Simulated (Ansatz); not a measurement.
# Lattice dynamics of Ta(110) slab, 5 layers

Wanted: vibrations and spectra of Ta(110) slab, 5 layers; the cell is already relaxed.

Program: Ansatz 0.2.0. Level of theory: DFT PBE, scalar-relativistic, plane waves, PAW. Results are calculated unless marked as measured.

## 1. The structure

The cell holds 5 atoms: 5 Ta. Cell: a = 2.837 Å, b = 2.837 Å, c = 42.468 Å, α = 90.0°, β = 90.0°, γ = 70.7°. Vacuum lies along c.

As a file:

```cif
data_structure
_symmetry_space_group_name_H-M 'P 1'
_symmetry_Int_Tables_number 1
_cell_length_a 2.8373
_cell_length_b 2.8373
_cell_length_c 42.4676
_cell_angle_alpha 90.000
_cell_angle_beta 90.000
_cell_angle_gamma 70.732
_cell_volume 322.73
loop_
_atom_site_label
_atom_site_type_symbol
_atom_site_fract_x
_atom_site_fract_y
_atom_site_fract_z
_atom_site_occupancy
Ta1 Ta 0.00000 0.00000 0.15362 1
Ta2 Ta 0.50000 0.50000 0.20723 1
Ta3 Ta 0.00000 0.00000 0.26295 1
Ta4 Ta 0.50000 0.50000 0.31867 1
Ta5 Ta 0.00000 0.00000 0.37229 1
```

## 2. Modes at Γ

The cell comes from relaxations at this level that are not shown. The zone centre is the only wavevector solved here; it holds the modes that light can see, as far as symmetry allows. No field response is asked, since the mesh shows no gap.

input.yaml reads:

```yaml
crystal:
  lattice:
    - [1.642249864, 2.3137652959, 0.0]
    - [-1.642249864, 2.3137652959, 0.0]
    - [0.0, 0.0, 42.4675810856]
  atoms:
    - { symbol: Ta, position: [0.0, 0.0, 0.1536162062] }
    - { symbol: Ta, position: [0.5, 0.5, 0.2072277466] }
    - { symbol: Ta, position: [0.0, 0.0, 0.2629512846] }
    - { symbol: Ta, position: [0.5, 0.5, 0.3186748226] }
    - { symbol: Ta, position: [0.0, 0.0, 0.372286363] }
  periodic: [true, true, false]
kpoints:
  mp_grid: { grid: [16, 16, 1] }
hamiltonian:
  xc: pbe
scf:
  occupations: { method: methfessel_paxton, width: 0.2 }
output:
  eigenvalues: true
phonons:
  method: dfpt
```

On the command line:

```sh
$ ansatz run input.yaml --threads 8 --pin off --max-ram 14336MiB --backend cpu --events-out ev --progress --plain --runs-dir out
```

Q: Predict the highest optical mode at the zone centre.

The structure is stable against zone-centre distortions, since no mode there is imaginary; runs at other wavevectors are not part of this account. The optical modes at Γ span 24 to 145 cm⁻¹. The dispersion is not part of this account.

```
electronic character                                    : no gap on this mesh
highest optical mode at the zone centre (no LO-TO term) : 145 cm⁻¹
lowest optical zone-centre mode                         : 23.6 cm⁻¹
imaginary modes at Γ (the only wavevector solved)       : none
```

With no gap, or one that is small against the smearing, the frequencies hang on the k mesh and the smearing, most of all near Kohn anomalies. Spin-orbit coupling is left out, which can matter for the heavy elements here. The starting cell was built on a prototype and not taken from a measurement. These are harmonic frequencies at zero temperature: anharmonic shifts, linewidths and thermal expansion are left out.

[Logs are printed without paths, hosts, clocks, repeated set-up lines and the standing remarks that a program may print on its own settings, such as how far it seeks lower states.]

[Hosts, paths, dates, database ids (printed as entryN), source tags and the programs' standing remarks are cut or masked in the printed files.]
